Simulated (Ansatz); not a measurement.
# Force difference against the radius of support functions in Σ13 (111) twist boundary in Al (156 atoms)

The cell holds 156 atoms: 156 Al. Cell: a = 10.326 Å, b = 10.326 Å, c = 28.816 Å, α = 90.0°, β = 90.0°, γ = 60.0°. It derives from Al (fcc). Fcc Al (a = 4.05 Å); two grains turned against each other by 27.80 deg about [111]; 1 x 1 coincidence cells, 2 lattice periods a grain, two boundaries a cell, upper grain shifted by [0.305, 0.576] of the boundary cell and opened by 0.1 Å, one atom of each pair nearer than 1.575 Å removed; minimised with a classical potential (one cell length free). Regions: lower grain, 78 atoms (78 Al); upper grain, 78 atoms (78 Al).

Calculated with Ansatz 0.2.0: Kohn-Sham DFT, PBE, PAW (set soft_2), localised support functions (medium), with the radius typed; the reference is Kohn-Sham DFT, PBE, PAW (set soft_2), plane waves, cutoff 420 eV, k-mesh 2×2×1, fermi-dirac smearing of 0.1 eV, with an r.m.s. force component of 0.0388 eV/Å.

| radius (Å) | r.m.s. force difference (meV/Å) | time |
| --- | --- | --- |
| 3.78 | 0.676 | 90 s |
| 4.09 | 0.283 | 1.9 min |
| 4.36 | 0.21 | 2.2 min |
| 4.67 | ? | ? |
| 5.26 | 0.169 | 4.2 min |

**Question.** Fit a power law of the radius to the rows given and interpolate to the withheld row.

**Working.**

A power law y = A x^b is a line in u = ln x and v = ln y.

| u = ln x | v = ln y |
| --- | --- |
| 1.32972 | -0.391562 |
| 1.40854 | -1.26231 |
| 1.47247 | -1.56065 |
| 1.66013 | -1.77786 |

With n = 4: mean u = 1.46772, mean v = -1.24809, Σ(u − ū)² = 0.059589, Σ(u − ū)(v − v̄) = -0.22077. Slope b = -0.22077 / 0.059589 = -3.7049; intercept a = v̄ − b ū = 4.1897.

At the withheld row u = 1.541, v = a + b u = -1.520, and y = exp(v).

Prediction at 4.67: 0.2187 meV/Å. The run gave 0.19 meV/Å, so the fit is high by 0.029 meV/Å (15 % of the value).

The fitted exponent is -3.7. Between neighbouring rows, the withheld one included, the exponents are -11, -4.7, -1.5 and -0.98, so one power law doesn't hold over the range: the values level off at a floor. Among the rows given, the largest relative miss of the fit is at 4.36, by 0.072 meV/Å (34 %).

Limits: The difference holds the reference's own basis error, which sets a floor under it.

[Hosts, paths, dates, database ids (printed as entryN), source tags and the programs' standing remarks are cut or masked in the printed files.]
